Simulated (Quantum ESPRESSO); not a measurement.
**MgO, rock salt: the electronic dielectric constant against pressure**

How does ε∞, from linear response (ph.x, fixed occupations, ions clamped), follow the pressure?

Calculated with Quantum ESPRESSO 7.5, PBEsol, GBRV 1.5 ultrasoft potentials, cutoff 680 eV, Fermi–Dirac smearing 0.02 eV, k-mesh 11×11×11, no spin polarisation, no spin-orbit coupling.

Reference cell, relaxed at zero pressure with PBEsol (Fm-3m): a = 2.9796 Å, b = 2.9796 Å, c = 2.9796 Å, α = 60.00°, β = 60.00°, γ = 60.00°.

```csv
atom,x,y,z
Mg,0.0000,0.0000,0.0000
O,0.5000,0.5000,0.5000
```

```
pressure (GPa)  V (Å³/atom)     ε∞  gap (eV)
            −4        9.605  3.275     4.400
             0        9.352  3.242     4.652
             5        9.079  3.208     4.944
            10        8.841  3.181     5.213
            15        8.632  3.158     5.465
            30        8.121  3.106     6.139
```

**Question.** Give the ε∞ and the long-wavelength refractive index at x = 20, a row left out above (x is the first column).

Least squares with ε = e0 + e1 x + e2 x² gives e0 = 3.2434, e1 = −0.0071057 and e2 = 8.471e-05. At x = 20 this is 3.135, so n = √ε = 1.771. The run itself gives 3.138, so the estimate misses by 0.003; the fitted rows themselves lie up to 0.002 off the law.

Along the table the mean ε∞ rises wherever the smallest gap falls, which need not be its cause. Semilocal functionals tend to give ε∞ too large, the k-mesh wasn't converged for it (a zone-centred mesh of this size overestimates it where the gap is small), and polar lattice vibrations add to the static constant, which isn't calculated here.

[Logs are printed without paths, hosts, clocks, repeated set-up lines and the standing remarks that a program may print on its own settings, such as how far it seeks lower states.]
